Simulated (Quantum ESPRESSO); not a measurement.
## Fe: energy over the lowest, ferro + against volume, fitted and tested on a withheld row

System: Fe, 1 Fe in the cell, space group Im-3m. From the study “How volume moves the moments of Fe”.

Method: PBE; plane waves with GBRV 1.5 PBE potentials (Quantum ESPRESSO 7.5). Settings shared by all rows: cutoff 544.23 eV, 16×16×16 k-mesh, fermi-dirac occupations, smearing width 0.05 eV. Only a parallel start was run beside the spinless one, so opposed or spiral orders, which may lie lower, are not probed.

Results; the value marked ? is withheld:

```tsv
volume (factor)	energy over the lowest, ferro + (meV an atom)
0.91	30.43
0.94	8.00
0.97	0.00
1	5.46
1.03	?
1.06	41.58
1.09	66.91
```

Choose a law, fit it, and give the withheld energy over the lowest, ferro + (volume = 1.03 factor).

**Law.** Energy against volume follows the Birch–Murnaghan form, which is a polynomial in the Eulerian strain: third order, a cubic in t = (V/1)^(−2/3) − 1. In symbols, E = c0 + c1 t + c2 t² + c3 t³, with energy over the lowest, ferro + in meV an atom.

**Fit.** Least squares on 6 rows gives c0 = 5.6346, c1 = -514.487, c2 = 12056.6 and c3 = 27815.3.

```tsv
volume (factor)	t	computed	fit	computed − fit
0.91	0.064892	30.43	30.620	-0.190
0.94	0.042113	8.00	7.428	0.572
0.97	0.020514	0.00	0.394	-0.394
1	0	5.46	5.635	-0.175
1.06	-0.038101	41.58	41.201	0.379
1.09	-0.055833	66.91	67.102	-0.192
```

The slope vanishes at t = 0.01996, so the minimum lies at V = 1 × (1 + t)^(−3/2) = 0.9708. That is the minimum of this magnetic state alone.

**Prediction.** At volume = 1.03 factor, t = -0.019513, so the law predicts 20.058 meV an atom. The computed value is 21.28 meV an atom, 1.222 above the prediction. The row lies between fitted rows, so this is an interpolation. The miss is 3.5 times the rms residual of the fit, 0.349.

[Logs and program files are shortened in this print: banners, set-up blocks, solver, clock and traceback lines can be left out without a mark of their own.]

[Logs are printed without paths, hosts, clocks, repeated set-up lines and the standing remarks that a program may print on its own settings, such as how far it seeks lower states.]

[Hosts, paths, dates, database ids (printed as entryN), source tags and the programs' standing remarks are cut or masked in the printed files.]

[Where a cell is said to come from a database of computed structures, the database is the Materials Project.]
